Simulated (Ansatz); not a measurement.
## Au(100) film, 1 layer, flat: channels in plane against thickness

How does quantum confinement change the conductance of Au(100) film, 1 layer, flat and thicker films?

Method: Ansatz plane-wave DFT, PBE, PAW files; ballistic transport by layer matching (Landauer), zero bias, in Ansatz 0.2.0.

## (1) The starting structure

The cell holds 1 atom: 1 Au. Its edges and angles: a = 11.000 Å, b = 2.884 Å, c = 2.884 Å, α = 90.0°, β = 90.0°, γ = 90.0°. It derives from Au. Vacuum lies along a. The structure's axis is c.

## (2) With 1 layer

Vacuum lies along the first vector, which takes one k-point, and the current runs in the film's plane. One period is a perfect wire, so its channels are the result. Energies from -0.27 to 0.27 eV in steps of 0.036 eV cover the slope of the Fermi function at 300 K, so the program can form a conductance.

input.yaml

```yaml
crystal:
  lattice:
    - [11.0, 0.0, 0.0]
    - [0.0, 2.8837582304, 0.0]
    - [0.0, 0.0, 2.8837582304]
  atoms:
    - { symbol: Au, position: [0.4090909091, 0.0, 0.0] }
kpoints:
  mp_grid: { grid: [1, 14, 14] }
hamiltonian:
  xc: pbe
scf:
  occupations: { method: fermi_dirac, width: 0.1 }
output:
  transmission:
    leads: [[0, 0]]
    kmesh: [1, 42]
    e_range: [-0.27, 0.27]
    de: 0.036
```

The run is started by

```
> ansatz run input.yaml --threads 4 --pin off --max-ram 8192MiB --backend cpu --events-out ev --progress --plain --runs-dir out
```

Numbers of over 12 decimals in the logs are rounded to 6 here.

Log:

```text
Engine: ansatz 0.2.0, aarch64-unknown-linux-gnu
Pseudopotentials: kind: paw
Pseudopotential: Au, paw, valence charge 19, recommended cutoff 420 eV (normal), Au.paw.azcp
Functional definition: PBE
  parameter kappa = 0.804
  parameter beta = 0.066725
  exchange = pbe_x(kappa = kappa, mu = beta*pi^2/3)
  correlation = pbe_c(beta = beta)
Crystal: 1 atoms, lattice volume = 91.477 Å³
Basis set: ecut = 420 eV, 1769 PW (Γ)
Bands: 14, of which v1, the nominal top of the filled ones, is band 10 counted from 1 (9 counted from 0)
Symmetry: 16 space group operations
Space group: P4/mmm (ITA 123), of the structure as read, at distance tolerance 4.5e-5 Å
k-points: 36 of 196
Non-local potential: Au, projectors of the file, l = 0: 3, l = 1: 2, l = 2: 2, l = 3: 1
PAW form: soft (Blöchl's): semilocal exchange-correlation on the pseudo side does not see the compensation charge
PAW one-centre angular grid: Au, 590 points (default); XC on 64 Gauss nodes
Initial density: superposition of atomic densities (neutral atoms: chi_scale 0, normalization atom), corrected by the library's trained network
Initial wavefunctions: pseudopotential atomic-orbital guess
Functional: x = pbe(κ = 0.804, μ = 0.219515), c = pbe(β = 0.066725)
SCF iter   1: F=—  HF=-13148.535186 eV  |F-HF|=—  |Δ(HF+E_count)|=         —  Δρ=1.59e-3  dr2=2.15e-3  ethr=1.77e-3  ⟨swp⟩=5.7  Hψ=2656  notcnv=0
preconditioner: auto → LDOS  [metal: Δε(μ)=0.210 eV  Ē_g=9.250 eV  σ=0.100 eV  W_gap=0.48  n_scr=6 (ndim 8)  ℏωp=12.9 eV  f_vac=0.659  D(μ)=0.34/eV (n_scr^D=2)  β→1.0]
SCF iter   2: F=—  HF=-13148.537104 eV  |F-HF|=—  |Δ(HF+E_count)|=   1.92e-3  Δρ=1.59e-3  dr2=2.44e-3  ethr=1.13e-5  ⟨swp⟩=3.0  Hψ=1336  notcnv=0  defer=8
SCF iter   3: F=—  HF=-13148.536488 eV  |F-HF|=—  |Δ(HF+E_count)|=   6.16e-4  Δρ=3.39e-4  dr2=9.91e-5  ethr=1.13e-5  ⟨swp⟩=2.6  Hψ=882  notcnv=0  defer=8
SCF iter   4: F=—  HF=-13148.536454 eV  |F-HF|=—  |Δ(HF+E_count)|=   3.36e-5  Δρ=2.45e-5  dr2=6.33e-7  ethr=5.22e-7  ⟨swp⟩=2.1  Hψ=735  notcnv=0  defer=8
iter 5 did not close the SCF: its close was put off for the readings that it lacked (scf_convergence_deferred on its scf_iter line)
SCF iter   5: F=-13148.536454 eV  HF=-13148.536454 eV  |F-HF|=6.46e-9  |Δ(HF+E_count)|=   1.91e-7  Δρ=3.80e-6  dr2=1.06e-8  ethr=3.33e-9  ⟨swp⟩=2.3  Hψ=776  notcnv=0  defer=8
SCF iter   6: F=-13148.536454 eV  HF=-13148.536454 eV  |F-HF|=3.64e-12  |Δ(HF+E_count)|=  2.04e-10  Δρ=2.53e-7  dr2=3.40e-11  ethr=5.56e-11  ⟨swp⟩=2.5  Hψ=1777  notcnv=0
SCF 1 converged in 6 iterations: F = -13148.536454 eV  dr2 = 3.40e-11
  greatest PAW one-centre occupation: 1.000 electrons in one spin orbital (limit 2), on the Au atom at site 0 (counted from 0), in its partial waves of l = 0
transmission: 12 of 88 steps passed
transmission: 20 of 88 steps passed
[...]
transmission: 88 of 88 steps passed
SCF converged after 6 iterations
Free energy (F): -13148.536454 eV
Harris-Foulkes:  -13148.536454 eV  (|F-HF|=3.64e-12)
Internal energy: -13148.524530 eV  (E = F + TS)
E sigma→0 (E₀):  -13148.530492 eV
Entropy (-TS):   -0.011924 eV (-11.924 meV/atom)
Fermi energy:    -1.272732 eV
--- Per-component energies (eV) ---
  E_band       = -584.244385
  E_kinetic    = 603.335429
  E_local      = -7329.608328  (includes V_loc(G=0)·N_el)
  E_nonlocal   = 74.952695
  E_hartree    = 3351.089704
  E_xc         = -225.704802
  E_vxc        = -271.868586  (∫ρ·V_xc dr)
  E_paw        = -9707.525163  (= ΣΔE_a)
  E_vpaw       = -363.236807  (= ΣTr[D̂ρ^β])
  E_aug_tail   = 0.001450  (compensation charges beyond the density's cutoff)
  E_ewald      = 84.934486
  E_smearing   = -0.011924  (= −TS)
  E_closure    = -0.000000  (closes the sum)
  Σ components = -13148.536454   (vs F -13148.536454, Δ=0.00e0)
--- Band table (eV; the first three rows and the last of 36) ---
  k-point 0: bands = [... 6 lower, -3.1757, -2.4244, -2.4244, -2.0343, 1.3362, 4.3117, 6.4233, 7.3162]
  k-point 1: bands = [... 6 lower, -3.1497, -2.5412, -2.4172, -2.0930, 1.4976, 4.4002, 6.5292, 7.3978]
  k-point 2: bands = [... 6 lower, -3.0736, -2.8340, -2.3970, -2.2533, 1.9331, 4.6659, 6.8409, 7.6426]
  k-point 35: bands = [... 6 lower, -3.6830, -2.4872, -1.1612, 4.8665, 4.8665, 5.7549, 9.6270, 10.8484]
--- Transmission ---
  basis      : 273 plane waves across, 4 finite elements along
  points     : 22, standing for a mesh of 1 x 42
  filling    : by the input's occupations and mesh, since the crystals that have channels conduct as metals do. If one of these is a semiconductor, that mesh has misplaced its level
  energies   : 16 from -0.270000 to 0.270000 eV about the Fermi level, 0.036000 eV apart; the leads are filled to 0.000000 eV, and channels, transmission and decay are at 0.018000 eV
  crystal 0  : Au1, at the sites [0, 0], period 2.8838 Å: whole cells are its period
    offset         : up to 0.0000 Å between an atom of the period and one for which it stands
    filled         : 34.8 meV under the level at which it is neutral
    channels       : 8.571429e-1 a spin
    conductance    : 2.1672e14 S/m² at 300 K; may be off by some 0.0 % by where its bands' edges are placed, 9.9 % from the k-mesh, 2.3 % from the distance to neutral
    slowest decay  : 0.0138 /Å at (0.0000, 0.4524)
```

It took 66 s on 4 threads of Arm Neoverse V2, shared host; peak memory 0.7 GiB.

Numbers from this step:

```
free energy                                : -13148.5365 eV
energy at zero smearing                    : -13148.5305 eV
Fermi energy                               : -1.273 eV
cell area                                  : 31.72 Å²
estimated errors of the lead's conductance : 0, 9.9, 2.3 % (band edges, k-mesh, distance from neutral)
lead conductance per cell                  : 0.8873 G₀
```

Per spin. Open channels, zone mean, lead against energy, zero at the Fermi level:

```csv
energy (eV),"open channels, zone mean, lead"
-0.270,0.952
-0.234,0.905
-0.198,0.905
-0.162,0.905
-0.126,0.952
-0.090,0.905
-0.054,0.905
-0.018,0.905
0.018,0.857
0.054,0.857
0.090,0.810
0.126,0.786
0.162,0.786
0.198,0.786
0.234,0.786
0.270,0.786
```

The program's largest error estimate for it is 9.9 %, from the k-mesh.

## (3) With 2 layers, thickness 4.078 A

The film grows to 2 layers.

System of this step: Au(100) film, 2 layers, flat. The cell holds 2 atoms: 2 Au. Its edges and angles: a = 13.039 Å, b = 2.884 Å, c = 2.884 Å, α = 90.0°, β = 90.0°, γ = 90.0°. It derives from Au. Vacuum lies along a. The structure's axis is c.

input.yaml, the sections that differ from step 2:

```yaml
crystal:
  lattice:
    - [13.039125, 0.0, 0.0]
    - [0.0, 2.8837582304, 0.0]
    - [0.0, 0.0, 2.8837582304]
  atoms:
    - { symbol: Au, position: [0.3451151822, 0.0, 0.0] }
    - { symbol: Au, position: [0.5015002924, 0.5, 0.5] }
# kpoints, hamiltonian, scf, output: as in step 2
```

Log:

```text
[...]
Crystal: 2 atoms, lattice volume = 108.434 Å³
Basis set: ecut = 420 eV, 2127 PW (Γ)
Bands: 23, of which v1, the nominal top of the filled ones, is band 19 counted from 1 (18 counted from 0)
[... 1 set-up line as in the run before ...]
[...]
k-points: 36 of 196
[...]
k-point 35: bands = [... 15 lower, 0.6906, 1.8079, 1.8079, 6.4422, 6.4422, 8.7257, 8.7257, 10.7178]
--- Transmission ---
  basis      : 327 plane waves across, 4 finite elements along
  points     : 22, standing for a mesh of 1 x 42
[...]
crystal 0  : Au2, at the sites [0, 0], period 2.8838 Å: whole cells are its period
[...]
filled         : 31.9 meV under the level at which it is neutral
    channels       : 1.523810e0 a spin
[...]
slowest decay  : 0.1417 /Å at (0.0000, 0.4762)
[key lines of the parts left out:]
SCF converged after 6 iterations
Free energy (F): -26297.752295 eV
Fermi energy:    2.694500 eV
```

It took 1.9 min on 4 threads; peak memory 0.93 GiB.

Numbers from this step:

| Property | Result |
| --- | --- |
| free energy | -26297.7523 eV |
| energy at zero smearing | -26297.7414 eV |
| Fermi energy | 2.695 eV |
| cell area | 37.60 Å² |
| estimated errors of the lead's conductance | 0, 7.4, 0.2 % (band edges, k-mesh, distance from neutral) |
| lead conductance per cell | 1.525 G₀ |

Per spin. The open channels, zone mean, lead by energy, zero at the Fermi level:

```
energy (eV)  open channels, zone mean, lead
     -0.270                            1.48
     -0.234                            1.48
     -0.198                            1.48
     -0.162                            1.48
     -0.126                            1.52
     -0.090                            1.52
     -0.054                            1.52
     -0.018                            1.52
      0.018                            1.52
      0.054                            1.52
      0.090                            1.52
      0.126                            1.57
      0.162                            1.62
      0.198                            1.62
      0.234                            1.62
      0.270                            1.62
```

The lead conductance per cell is 1.52 G₀, 1.7 times the 0.887 G₀ of the last finished run.

## (4) With 3 layers, thickness 6.117 A

The film grows to 3 layers.

System of this step: Au(100) film, 3 layers, flat. The cell holds 3 atoms: 3 Au. Its edges and angles: a = 15.078 Å, b = 2.884 Å, c = 2.884 Å, α = 90.0°, β = 90.0°, γ = 90.0°. It derives from Au. Vacuum lies along a. The structure's axis is c.

input.yaml, the sections that differ from step 3:

```yaml
crystal:
  lattice:
    - [15.07825, 0.0, 0.0]
    - [0.0, 2.8837582304, 0.0]
    - [0.0, 0.0, 2.8837582304]
  atoms:
    - { symbol: Au, position: [0.2984431217, 0.0, 0.0] }
    - { symbol: Au, position: [0.4336793063, 0.5, 0.5] }
    - { symbol: Au, position: [0.5689154909, 0.0, 0.0] }
# kpoints, hamiltonian, scf, output: as in step 3
```

Log:

```text
[...]
Crystal: 3 atoms, lattice volume = 125.392 Å³
Basis set: ecut = 420 eV, 2455 PW (Γ)
Bands: 35, of which v1, the nominal top of the filled ones, is band 29 counted from 1 (28 counted from 0)
[... 1 set-up line as in the run before ...]
[...]
k-points: 36 of 196
[...]
--- Transmission ---
  basis      : 375 plane waves across, 4 finite elements along
  points     : 22, standing for a mesh of 1 x 42
[...]
crystal 0  : Au3, at the sites [0, 0], period 2.8838 Å: whole cells are its period
[...]
filled         : 0.5 meV under the level at which it is neutral
    channels       : 2.261905e0 a spin
[...]
slowest decay  : 0.1144 /Å at (0.0000, 0.5000)
[key lines of the parts left out:]
SCF converged after 6 iterations
Free energy (F): -39447.080347 eV
Fermi energy:    5.263252 eV
```

Run time: 3.2 min. Hardware: 4 threads; peak memory 1.2 GiB; 12 min of CPU time.

This step gave:

```yaml
free_energy: -39447.0803 eV
energy_at_zero_smearing: -39447.0665 eV
fermi_energy: 5.263 eV
cell_area: 43.48 Å²
estimated_errors_of_the_lead_s_conductance: 0, 7, 0 % (band edges, k-mesh, distance from neutral)
lead_conductance_per_cell: 2.261 G₀
```

Per spin. Open channels, zone mean, lead against energy, zero at the Fermi level:

| energy (eV) | open channels, zone mean, lead |
| --- | --- |
| -0.270 | 2.17 |
| -0.234 | 2.17 |
| -0.198 | 2.17 |
| -0.162 | 2.17 |
| -0.126 | 2.21 |
| -0.090 | 2.26 |
| -0.054 | 2.26 |
| -0.018 | 2.26 |
| 0.018 | 2.26 |
| 0.054 | 2.26 |
| 0.090 | 2.26 |
| 0.126 | 2.26 |
| 0.162 | 2.26 |
| 0.198 | 2.31 |
| 0.234 | 2.36 |
| 0.270 | 2.36 |

The lead conductance per cell is 2.26 G₀, 48 % over the 1.52 G₀ of the last finished run.

## (5) With 4 layers, thickness 8.156 A

The film grows to 4 layers.

System of this step: Au(100) film, 4 layers, flat. The cell holds 4 atoms: 4 Au. Cell: a = 17.117 Å, b = 2.884 Å, c = 2.884 Å, α = 90.0°, β = 90.0°, γ = 90.0°. It derives from Au. Vacuum lies along a. The structure's axis is c.

input.yaml, the sections that differ from step 4:

```yaml
crystal:
  lattice:
    - [17.117375, 0.0, 0.0]
    - [0.0, 2.8837582304, 0.0]
    - [0.0, 0.0, 2.8837582304]
  atoms:
    - { symbol: Au, position: [0.2628907762, 0.0, 0.0] }
    - { symbol: Au, position: [0.3820168104, 0.5, 0.5] }
    - { symbol: Au, position: [0.5011428446, 0.0, 0.0] }
    - { symbol: Au, position: [0.6202688788, 0.5, 0.5] }
# kpoints, hamiltonian, scf, output: as in step 4
```

Log:

```text
[...]
Crystal: 4 atoms, lattice volume = 142.349 Å³
Basis set: ecut = 420 eV, 2757 PW (Γ)
Bands: 46, of which v1, the nominal top of the filled ones, is band 38 counted from 1 (37 counted from 0)
[... 1 set-up line as in the run before ...]
[...]
k-points: 36 of 196
[...]
k-point 35: bands = [... 34 lower, 6.0710, 6.0710, 9.4150, 9.4150, 11.8430, 11.8430, 12.4047, 12.4047, ... 4 higher]
--- Transmission ---
  basis      : 425 plane waves across, 4 finite elements along
  points     : 22, standing for a mesh of 1 x 42
[...]
crystal 0  : Au4, at the sites [0, 0], period 2.8838 Å: whole cells are its period
[...]
filled         : 4.2 meV over the level at which it is neutral
    channels       : 2.761905e0 a spin
[...]
[key lines of the parts left out:]
SCF converged after 7 iterations
Free energy (F): -52596.385251 eV
Fermi energy:    7.164427 eV
```

Elapsed: 5.1 min, on 4 threads; peak memory 1.5 GiB.

This step gave:

| Quantity | Value |
| --- | --- |
| free energy | -52596.3853 eV |
| energy at zero smearing | -52596.3646 eV |
| Fermi energy | 7.164 eV |
| cell area | 49.36 Å² |
| estimated errors of the lead's conductance | 0, 5.9, 0 % (band edges, k-mesh, distance from neutral) |
| lead conductance per cell | 2.756 G₀ |

Per spin. Table of open channels, zone mean, lead by energy, zero at the Fermi level:

| energy (eV) | open channels, zone mean, lead |
| --- | --- |
| -0.270 | 2.76 |
| -0.234 | 2.81 |
| -0.198 | 2.81 |
| -0.162 | 2.86 |
| -0.126 | 2.86 |
| -0.090 | 2.76 |
| -0.054 | 2.76 |
| -0.018 | 2.71 |
| 0.018 | 2.76 |
| 0.054 | 2.76 |
| 0.090 | 2.76 |
| 0.126 | 2.67 |
| 0.162 | 2.76 |
| 0.198 | 2.90 |
| 0.234 | 3 |
| 0.270 | 2.95 |

The lead conductance per cell is 2.76 G₀, 22 % over the 2.26 G₀ of the last finished run.

## (6) With 5 layers, thickness 10.196 A

The film grows to 5 layers.

System of this step: Au(100) film, 5 layers, flat. The cell holds 5 atoms: 5 Au. Its edges and angles: a = 19.157 Å, b = 2.884 Å, c = 2.884 Å, α = 90.0°, β = 90.0°, γ = 90.0°. It derives from Au. Vacuum lies along a. The structure's axis is c.

input.yaml, the sections that differ from step 5:

```yaml
crystal:
  lattice:
    - [19.1565, 0.0, 0.0]
    - [0.0, 2.8837582304, 0.0]
    - [0.0, 0.0, 2.8837582304]
  atoms:
    - { symbol: Au, position: [0.2349072117, 0.0, 0.0] }
    - { symbol: Au, position: [0.3413528045, 0.5, 0.5] }
    - { symbol: Au, position: [0.4477983974, 0.0, 0.0] }
    - { symbol: Au, position: [0.5542439903, 0.5, 0.5] }
    - { symbol: Au, position: [0.6606895832, 0.0, 0.0] }
# kpoints, hamiltonian, scf, output: as in step 5
```

Log:

```text
[...]
Crystal: 5 atoms, lattice volume = 159.307 Å³
Basis set: ecut = 420 eV, 3109 PW (Γ)
Bands: 57, of which v1, the nominal top of the filled ones, is band 48 counted from 1 (47 counted from 0)
[... 1 set-up line as in the run before ...]
[...]
k-points: 36 of 196
[...]
k-point 35: bands = [... 44 lower, 7.5403, 10.5818, 10.5818, 12.5136, 12.5136, 13.7202, 13.7228, 14.2716, ... 5 higher]
--- Transmission ---
  basis      : 481 plane waves across, 4 finite elements along
  points     : 22, standing for a mesh of 1 x 42
[...]
crystal 0  : Au5, at the sites [0, 0], period 2.8838 Å: whole cells are its period
[...]
filled         : 8.8 meV over the level at which it is neutral
    channels       : 3.261905e0 a spin
[...]
[key lines of the parts left out:]
SCF converged after 7 iterations
Free energy (F): -65745.701304 eV
Fermi energy:    8.638948 eV
```

Run time: 8.4 min. Hardware: 4 threads; peak memory 1.9 GiB.

This step gave:

| Quantity | Value |
| --- | --- |
| free energy | -65745.7013 eV |
| energy at zero smearing | -65745.6754 eV |
| Fermi energy | 8.639 eV |
| cell area | 55.24 Å² |
| estimated errors of the lead's conductance | 0, 6.8, 0 % (band edges, k-mesh, distance from neutral) |
| lead conductance per cell | 3.240 G₀ |

Per spin. The open channels, zone mean, lead by energy, zero at the Fermi level:

| energy (eV) | open channels, zone mean, lead |
| --- | --- |
| -0.270 | 3.33 |
| -0.234 | 3.33 |
| -0.198 | 3.29 |
| -0.162 | 3.29 |
| -0.126 | 3.33 |
| -0.090 | 3.19 |
| -0.054 | 3.31 |
| -0.018 | 3.21 |
| 0.018 | 3.26 |
| 0.054 | 3.21 |
| 0.090 | 3.26 |
| 0.126 | 3.17 |
| 0.162 | 3.31 |
| 0.198 | 3.40 |
| 0.234 | 3.40 |
| 0.270 | 3.55 |

The lead conductance per cell is 3.24 G₀, 18 % over the 2.76 G₀ of the last finished run.

## (7) Cost and result by level

Times are for 4 threads of Arm Neoverse V2, shared host. Results by setting:

```
no.  layers  lead conductance per cell (G₀)     time  memory (GiB)
  1       1                          0.8873     66 s           0.7
  2       2                           1.525  1.9 min          0.93
  3       3                           2.261  3.2 min           1.2
  4       4                           2.756  5.1 min           1.5
  5       5                           3.240  8.4 min           1.9
```

The runs together. Table of open channels, zone mean by energy, zero at the Fermi level:

| energy (eV) | 1 | 2 | 3 | 4 | 5 |
| --- | --- | --- | --- | --- | --- |
| -0.270 | 0.952 | 1.48 | 2.17 | 2.76 | 3.33 |
| -0.234 | 0.905 | 1.48 | 2.17 | 2.81 | 3.33 |
| -0.198 | 0.905 | 1.48 | 2.17 | 2.81 | 3.29 |
| -0.162 | 0.905 | 1.48 | 2.17 | 2.86 | 3.29 |
| -0.126 | 0.952 | 1.52 | 2.21 | 2.86 | 3.33 |
| -0.090 | 0.905 | 1.52 | 2.26 | 2.76 | 3.19 |
| -0.054 | 0.905 | 1.52 | 2.26 | 2.76 | 3.31 |
| -0.018 | 0.905 | 1.52 | 2.26 | 2.71 | 3.21 |
| 0.018 | 0.857 | 1.52 | 2.26 | 2.76 | 3.26 |
| 0.054 | 0.857 | 1.52 | 2.26 | 2.76 | 3.21 |
| 0.090 | 0.810 | 1.52 | 2.26 | 2.76 | 3.26 |
| 0.126 | 0.786 | 1.57 | 2.26 | 2.67 | 3.17 |
| 0.162 | 0.786 | 1.62 | 2.26 | 2.76 | 3.31 |
| 0.198 | 0.786 | 1.62 | 2.31 | 2.90 | 3.40 |
| 0.234 | 0.786 | 1.62 | 2.36 | 3 | 3.40 |
| 0.270 | 0.786 | 1.62 | 2.36 | 2.95 | 3.55 |

## (8) Summary of results

```
conductance per cell, 1 layer  : 0.887 G₀
conductance per cell, 2 layers : 1.52 G₀
conductance per cell, 3 layers : 2.26 G₀
conductance per cell, 4 layers : 2.76 G₀
conductance per cell, 5 layers : 3.24 G₀
```

In words: The conductance per cell width goes from 0.887 G0 at 1 to 3.24 G0 at 5 layers. Over the film's own cross-section (layers × spacing × width) the conductance runs from 1.2 to 0.85×10¹⁵ S/m²; that nominal section leaves out the charge that spills into the vacuum, which flatters the thinnest films. The gains from one thickness to the next are 0.64, 0.74, 0.50 and 0.48 G0 per added layer; their spread isn't beyond the error estimates. The film repeats perfectly along the current, so nothing scatters; its faces are clean and not relaxed. Spin-orbit coupling is left out, which matters for Au. The program's error estimates for the conductances, leads' steps apart, run from 5.9 to 9.9 %.

[Logs are printed without paths, hosts, clocks, repeated set-up lines and the standing remarks that a program may print on its own settings, such as how far it seeks lower states.]

[Hosts, paths, dates, database ids (printed as entryN), source tags and the programs' standing remarks are cut or masked in the printed files.]
